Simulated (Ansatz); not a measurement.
# A hypothetical structure for Na5Y, part 2 of 2

This structure for Na5Y is made up. Its elements were placed in a known structure type with a cell scaled to their sizes. What cell does the guess relax to, and how far off was it?

Ansatz 0.2.0; DFT, r2SCAN, plane-wave PAW, files of the set soft_1, scalar-relativistic, no spin, cell and ions relaxed at zero pressure; PAW set soft_1 (the session's first sound run).

So far: Starting point; Relaxing cell and atoms.

## 2. Relaxing cell and atoms (continued)

Relaxation path:

```
step  energy less that of the first step (eV)  largest force component (eV/Å)  pressure (GPa)  volume (Å³)
   1                                   0.0000                          0.0000            0.86       198.86
   2                                  -0.0204                          0.0000            0.53       203.49
   3                                  -0.0338                          0.0000            0.04       211.24
  4*                                  -0.0351                          0.0000            0.05       211.24
   5                                  -0.0351                          0.0000            0.00       212.04
  6*                                  -0.0352                          0.0000            0.00       212.04
```

Relaxation steps marked * repeat the geometry before them on a plane-wave basis chosen anew for their cell, so energy and pressure can jump there.

The run keeps the 24 symmetry operations that it works with, so distortions that break them were not tested.

| conventional cell, symmetrised | before | after | change |
| --- | --- | --- | --- |
| a (Å) | 6.491 | 6.659 | +2.6 % |
| b (Å) | 6.491 | 6.659 | +2.6 % |
| c (Å) | 5.450 | 5.522 | +1.3 % |
| volume (Å³/atom) | 33.14 | 35.34 | +6.6 % |

The relaxed structure:

```xyz
6
Lattice="6.6588 0.0000 0.0000 -3.3294 5.7667 0.0000 0.0000 0.0000 5.5221" Properties=species:S:1:pos:R:3 pbc="T T T"
Y     0.0000    0.0000    0.0000
Na    3.3294    1.9222    0.0000
Na    0.0000    3.8444    0.0000
Na   -1.6647    2.8833    2.7611
Na    1.6647    2.8833    2.7611
Na    3.3294    0.0000    2.7611
```

This step gave:

| Quantity | Value |
| --- | --- |
| free energy | -11300.8312 eV |
| energy at zero smearing | -11300.8049 eV |
| smearing term TS | 0.05263 eV |
| Fermi energy | 2.990 eV |
| electrons | 56 |
| symmetry operations | 24 |
| pressure | 0.003362 GPa |

The shortest distance of each pair, which need not be the same contact before and after:

| pair | guess (Å) | relaxed (Å) |
| --- | --- | --- |
| Na–Na | 3.245 | 3.329 |
| Na–Y | 3.748 | 3.844 |

The relaxation ends with a pressure of 0.00 GPa.

## 3. Electronic structure of the relaxed cell

With the geometry fixed, one more self-consistent run, with a narrower smearing and the mesh shown in its input, gives the bands, and its pressure, and its forces where symmetry allows any, show how far the geometry depends on these settings.

This step: DFT, r2SCAN, plane-wave PAW, files of the set soft_1, scalar-relativistic, no spin, bands and density of states at the relaxed cell; PAW set soft_1 (Ansatz 0.2.0).

File input.yaml:

```yaml
crystal:
  lattice:
    - [6.65876419, 0.0, 0.0]
    - [-3.329382095, 5.7666589463, 0.0]
    - [0.0, 0.0, 5.5221343528]
  atoms:
    - { symbol: "Y", position: [0.0, 0.0, 0.0] }
    - { symbol: Na, position: [0.6666666667, 0.3333333333, 0.0] }
    - { symbol: Na, position: [0.3333333333, 0.6666666667, 0.0] }
    - { symbol: Na, position: [0.0, 0.5, 0.5] }
    - { symbol: Na, position: [0.5, 0.5, 0.5] }
    - { symbol: Na, position: [0.5, 0.0, 0.5] }
kpoints:
  mp_grid: { grid: [6, 6, 6] }
  band_path:
    path:
      - [[0.0, 0.0, 0.0], [0.5, 0.0, 0.0], [0.33333333, 0.33333333, 0.0], [0.0, 0.0, 0.0], [0.0, 0.0, 0.5], [0.5, 0.0, 0.5], [0.33333333, 0.33333333, 0.5], [0.0, 0.0, 0.5]]
      - [[0.5, 0.0, 0.5], [0.5, 0.0, 0.0]]
      - [[0.33333333, 0.33333333, 0.0], [0.33333333, 0.33333333, 0.5]]
    npoints: 8
scf:
  occupations: { method: fermi_dirac, width: 0.03 }
  n_extra_bands: 10
hamiltonian:
  xc: r2scan
  pseudopotentials: { kind: paw, azcp: { folder: soft_1 } }
output:
  forces: true
  stress: true
  write_bands: true
  dos: { projected: true }
  write_density: true
  write_potential: true
  elf: true
  volumetric_format: npy
```

Command:

```
> ansatz run input.yaml --threads 4 --pin off --max-ram 10240MiB --backend cpu --events-out ev --progress --plain --runs-dir out
```

Numbers of over 12 decimals in the logs are rounded to 6 here.

What it wrote:

```text
[...]
Crystal: 6 atoms, lattice volume = 212.043 Å³
Basis set: ecut = 500 eV, 5397 PW (Γ), exchange–correlation on 200×200×180 points (64 copies of the dense FFT grid, shifted against one another)
Bands: 38, of which v1, the nominal top of the filled ones, is band 28 counted from 1 (27 counted from 0)
Symmetry: 24 space group operations
[...]
k-points: 28 of 216
[...]
SCF iter   1: F=—  HF=-11301.432881 eV  |F-HF|=—  |Δ(HF+E_count)|=         —  Δρ=1.88e-2  dr2=2.67e0  dr2_τ=4.84e-2  ethr=3.10e-3  ⟨swp⟩=6.0  Hψ=4037  notcnv=0
[...]
SCF iter   9: F=-11300.831261 eV  HF=-11300.831261 eV  |F-HF|=7.93e-9  |Δ(HF+E_count)|=   2.07e-7  Δρ=2.27e-6  dr2=2.61e-8  dr2_τ=1.67e-9  ethr=1.79e-10  ⟨swp⟩=14.2  Hψ=7462  notcnv=0
SCF 1 converged in 9 iterations: F = -11300.831261 eV  dr2 = 2.61e-8
[...]
NSCF: frozen V_eff on 75 k-points
SCF converged after 9 iterations
Free energy (F): -11300.831261 eV
[...]
Internal energy: -11300.816126 eV  (E = F + TS)
E sigma→0 (E₀):  -11300.823694 eV
Entropy (-TS):   -0.015134 eV (-2.522 meV/atom)
Fermi energy:    2.974976 eV
[...]
--- Stress (GPa, compression-positive) ---
       -0.027892      -0.000000       0.000000
       -0.000000      -0.027892       0.000000
        0.000000       0.000000      -0.000527
  P = ⅓ Tr σ = -0.0188 GPa (-0.188 kbar)
--- Band table (eV; the first three rows and the last of 28) ---
  k-point 0: bands = [... 24 lower, -0.8970, 2.8559, 2.8559, 3.0820, 3.8438, 3.8438, 3.8891, 4.0506, ... 6 higher]
  k-point 1: bands = [... 24 lower, -0.7432, 2.5852, 2.9232, 2.9232, 3.6132, 3.6132, 3.7820, 4.0066, ... 6 higher]
  k-point 2: bands = [... 24 lower, -0.2947, 1.5029, 3.0753, 3.0753, 3.4107, 3.4107, 4.1516, 4.3182, ... 6 higher]
  k-point 27: bands = [... 24 lower, 1.7426, 1.8950, 1.8950, 2.0116, 2.0116, 2.4626, 3.9790, 3.9790, ... 6 higher]
```

Wall time 15 s (4 threads of Arm Neoverse V1, shared host); peak memory 1.1 GiB.

The column dr2 measures how far the density is from self-consistency, as an energy; F and HF (Harris–Foulkes) agree once it is small.

Numbers from this step:

```
free energy             : -11300.8313 eV
energy at zero smearing : -11300.8237 eV
smearing term TS        : 0.01513 eV
Fermi energy            : 2.975 eV
pressure                : -0.01877 GPa
```

From bands.tsv, the bands that come nearest the Fermi level along the path, at its corners, in eV from the Fermi level:

```tsv
point	band 25	band 26	band 27	band 28	band 29	band 30	band 31	band 32
Γ	-3.87	-0.12	-0.12	0.11	0.87	0.87	0.91	1.08
M	-2.69	-2.49	-0.59	-0.15	0.59	0.60	0.79	1.00
K	-2.29	-2.14	-2.14	0.52	0.75	0.75	0.76	0.76
Γ	-3.87	-0.12	-0.12	0.11	0.87	0.87	0.91	1.08
A	-2.73	-2.26	0.19	0.19	0.36	0.36	1.56	1.59
L	-1.63	-1.44	-1.23	-0.99	0.09	0.22	0.81	0.89
H	-1.23	-1.08	-1.08	-0.96	-0.96	-0.51	1.00	1.00
A	-2.73	-2.26	0.19	0.19	0.36	0.36	1.56	1.59
L	-1.63	-1.44	-1.23	-0.99	0.09	0.22	0.81	0.89
M	-2.69	-2.49	-0.59	-0.15	0.59	0.60	0.79	1.00
K	-2.29	-2.14	-2.14	0.52	0.75	0.75	0.76	0.76
H	-1.23	-1.08	-1.08	-0.96	-0.96	-0.51	1.00	1.00
```

States per cell as run, both spins, in windows of 1 eV, from dos.tsv (zero at the Fermi level): Near the top, bands beyond those computed are missing, so counts there can be too low.

| from | to | total |
| --- | --- | --- |
| -8 | -7 | 0.00 |
| -7 | -6 | 0.00 |
| -6 | -5 | 0.00 |
| -5 | -4 | 0.00 |
| -4 | -3 | 0.61 |
| -3 | -2 | 1.44 |
| -2 | -1 | 2.17 |
| -1 | 0 | 3.71 |
| 0 | 1 | 6.49 |
| 1 | 2 | 5.32 |
| 2 | 3 | 2.26 |

A further 48.0 states lie below the table's range.

ELF in the ab plane at fractional z = 0.000, with atoms of Y and Na within 0.2 Å of it. It is the smooth field of the valence electrons, not physical close to the nuclei.

Values, 10 rows by 16 columns, each cell a mean:
```
0.77 0.69 0.27 0.22 0.46 0.49 0.38 0.31 0.35 0.49 0.54 0.33 0.14 0.52 0.84 0.76
0.35 0.19 0.29 0.36 0.20 0.11 0.15 0.10 0.04 0.22 0.44 0.26 0.12 0.32 0.55 0.54
0.35 0.46 0.30 0.10 0.31 0.46 0.53 0.42 0.04 0.24 0.50 0.41 0.24 0.17 0.18 0.23
0.59 0.38 0.06 0.31 0.52 0.39 0.48 0.18 0.14 0.49 0.59 0.51 0.42 0.39 0.46 0.56
0.54 0.23 0.04 0.19 0.34 0.25 0.11 0.23 0.49 0.44 0.23 0.11 0.07 0.07 0.20 0.49
0.57 0.42 0.20 0.14 0.18 0.30 0.48 0.52 0.23 0.11 0.32 0.46 0.43 0.11 0.09 0.46
0.55 0.45 0.38 0.39 0.48 0.57 0.54 0.21 0.10 0.48 0.39 0.43 0.43 0.08 0.27 0.56
0.19 0.17 0.15 0.14 0.25 0.44 0.37 0.06 0.17 0.48 0.46 0.29 0.11 0.27 0.42 0.30
0.67 0.75 0.62 0.22 0.15 0.39 0.41 0.15 0.06 0.08 0.11 0.24 0.39 0.29 0.19 0.42
0.61 0.82 0.70 0.20 0.24 0.52 0.58 0.51 0.45 0.48 0.55 0.51 0.26 0.22 0.66 0.77
```
Columns run along a (6.7 Å), rows up along b (6.7 Å). Atoms in or near the plane, at fractional coordinates: Y at (0.00, 0.00), Na at (0.67, 0.33), Na at (0.33, 0.67).

Valence density in the ab plane at fractional z = 0.000, with atoms of Y and Na within 0.2 Å of it. It is the smooth field of the valence electrons, not physical close to the nuclei.

Ten steps, logarithmic in the rise over the least value, from '_' (0 e/Å³) to '@' (18 e/Å³), each cell a mean:
```
**++--..______________________..==****
++--..________________________..==++**
::..__________________________..--====
____________..::::______________......
__________::**##++..__________________
________::##@@@@**..__________________
________==%%@@%%--____________________
______..==####==______________________
________::--::________________________
__________________________....________
________________________--**++::______
______________________==%%@@##::______
____________________::##@@@@**..______
____________________--##%%##::________
____..______________::====::__________
::--::..______________..____________..
++++==::..________________________..--
****++--________________________..--++
****++::________________________::++**
```
Columns run along a (6.7 Å), rows up along b (6.7 Å). Atoms in or near the plane, at fractional coordinates: Y at (0.00, 0.00), Na at (0.67, 0.33), Na at (0.33, 0.67).

Electrostatic potential energy in the ab plane at fractional z = 0.000, with atoms of Y and Na within 0.2 Å of it. With pseudopotentials it is smooth inside the atoms' cores, unlike the true potential.

Ten even steps from '_' (-64 eV) to '@' (6 eV), each cell a mean:
```
..::**%%@@@@@@@@@@@@@@@@@@@@@@%%++::__
--++%%@@@@@@@@@@@@@@@@@@@@@@@@%%++::::
**%%@@@@@@@@@@@@@@@@@@@@@@@@@@%%**++++
%%@@@@@@@@@@%%%%%%@@@@@@@@@@@@%%%%%%%%
@@@@@@@@@@%%==::++%%@@@@@@@@@@@@@@@@@@
@@@@@@@@%%--____==@@@@@@@@@@@@@@@@@@@@
@@@@@@@@**____..##@@@@@@@@@@@@@@@@@@@@
@@@@@@@@**::::**@@@@@@@@@@@@@@@@@@@@@@
@@@@@@@@%%##%%@@@@@@@@@@@@@@@@@@@@@@@@
@@@@@@@@@@@@@@@@@@@@@@@@@@@@%%@@@@@@@@
@@@@@@@@@@@@@@@@@@@@@@@@##==++%%@@@@@@
@@@@@@@@@@@@@@@@@@@@@@**..__::%%@@@@@@
@@@@@@@@@@@@@@@@@@@@%%::____==%%@@@@@@
@@@@@@@@@@@@@@@@@@@@##::__--%%@@@@@@@@
@@%%%%%%@@@@@@@@@@@@%%****%%@@@@@@@@@@
##****##%%@@@@@@@@@@@@@@@@@@@@@@@@@@%%
----==**%%@@@@@@@@@@@@@@@@@@@@@@@@%%**
....--**%%@@@@@@@@@@@@@@@@@@@@@@%%++::
__..--##@@@@@@@@@@@@@@@@@@@@@@%%**--..
```
Columns run along a (6.7 Å; values clipped at the 3rd and 97th percentile), rows up along b (6.7 Å). Atoms in or near the plane, at fractional coordinates: Y at (0.00, 0.00), Na at (0.67, 0.33), Na at (0.33, 0.67).

## 4. Summary of results

```json
{
  "space group, relaxed": "P6/mmm",
  "conventional cell": "a = 6.659, b = 6.659, c = 5.522 Å; α = 90.0°, β = 90.0°, γ = 120.0°",
  "volume per atom": "35.34 Å³ (guess 33.14)"
}
```

What this shows: Na5Y relaxes to P6/mmm with a = 6.659, b = 6.659 and c = 5.522 Å. The guessed volume was 6 % too small. The space group P6/mmm was held in the relaxation, so the end point is a stationary structure within it and may be a saddle against distortions or other arrangements. Bands cross the Fermi level, so it is a metal or semimetal at this level. On the 6×6×6 mesh with the narrower smearing (relaxed on 5×5×5) the forces vanish, as symmetry may demand, and the largest stress component is 0.028 GPa, within the relaxation's thresholds of 0.015 eV/Å and 0.05 GPa. The cutoff wasn't tested. No dispersion term is used, so weakly bound directions may come out too long. Nothing here tests whether the compound is stable against decomposition.

[Logs are printed without paths, hosts, clocks, repeated set-up lines and the standing remarks that a program may print on its own settings, such as how far it seeks lower states.]

[Hosts, paths, dates, database ids (printed as entryN), source tags and the programs' standing remarks are cut or masked in the printed files.]
